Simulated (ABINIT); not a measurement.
Computed results, one entry a study.

```cif
data_ki
_symmetry_space_group_name_H-M 'Fm-3m'
_symmetry_Int_Tables_number 225
_cell_length_a 7.0655
_cell_length_b 7.0655
_cell_length_c 7.0655
_cell_angle_alpha 90.000
_cell_angle_beta 90.000
_cell_angle_gamma 90.000
_cell_volume 352.73
loop_
_atom_site_label
_atom_site_type_symbol
_atom_site_symmetry_multiplicity
_atom_site_Wyckoff_symbol
_atom_site_fract_x
_atom_site_fract_y
_atom_site_fract_z
_atom_site_occupancy
K1 K 4 a 0.00000 0.00000 0.00000 1
I1 I 4 b 0.50000 0.00000 0.00000 1
_calc_subject 'KI (Fm-3m): G0W0 with ABINIT, start to end'
_calc_method 'RPA screening on PBE, plane waves, norm-conserving pseudopotentials (and 2 further levels or steps)'
_calc_program 'ABINIT 10.8.3'
_calc_settings 'cutoff 33 Ha, PseudoDojo scalar-relativistic 0.4.1 standard, norm-conserving, ngkpt (2, 2, 2), nband 44, ecuteps 3.2 Ha, inclvkb 2, shiftk (0, 0, 0), symchi 1, awtr 1, frequency ppm, 2×2×2 k-mesh'
_calc_notes 'The program’s warnings: nproc spkpt=  >= nkpt= * nsppol=. The cell and positions come from the Crystallography Open Database and are kept as given unless a step says otherwise. Limits: no spin-orbit coupling. The 2×2×2 mesh is coarse for this cell, which bears on the long-range parts of exchange and screening.'
_calc_pbe_gap '3.96 eV, direct'
_calc_g0w0_gap_on_the_mesh '5.52 eV'
_calc_gw_settings '2×2×2 mesh, 44 bands, screening to 87.1 eV, Godby-Needs plasmon pole'
_calc_known_limits 'short of the basis limit; no spin-orbit coupling; coarse k mesh'
```

[Long decimals in the printed logs are rounded to 6 places.]

[Logs are printed without paths, hosts, clocks, repeated set-up lines and the standing remarks that a program may print on its own settings, such as how far it seeks lower states.]

[Paths, hosts, dates, memory and timing lines, banners, echoed tables and standing remarks are left out of the program output; an Ansatz launch command may be rebuilt from the run's recorded settings. Measured values are a selection of at most five: reports struck by readers or far from the other reports are left out. None is set beside runs whose start may be inverted or whose files or cutoffs have a known fault.]

[Runs of the session that timed out or met a known fault of the program may be left out.]

[Hosts, paths, dates, database ids (printed as entryN), source tags and the programs' standing remarks are cut or masked in the printed files.]

[G0W0 gaps are taken among the corrected bands and points alone; a level outside them can change the order at an edge.]

[Where Ansatz stands beside ABINIT at settings called matched, ABINIT's density can come from a denser mesh and the files from another edition; pairs whose starting gaps differed by over 0.03 eV were left out, so agreement reads better than it is.]
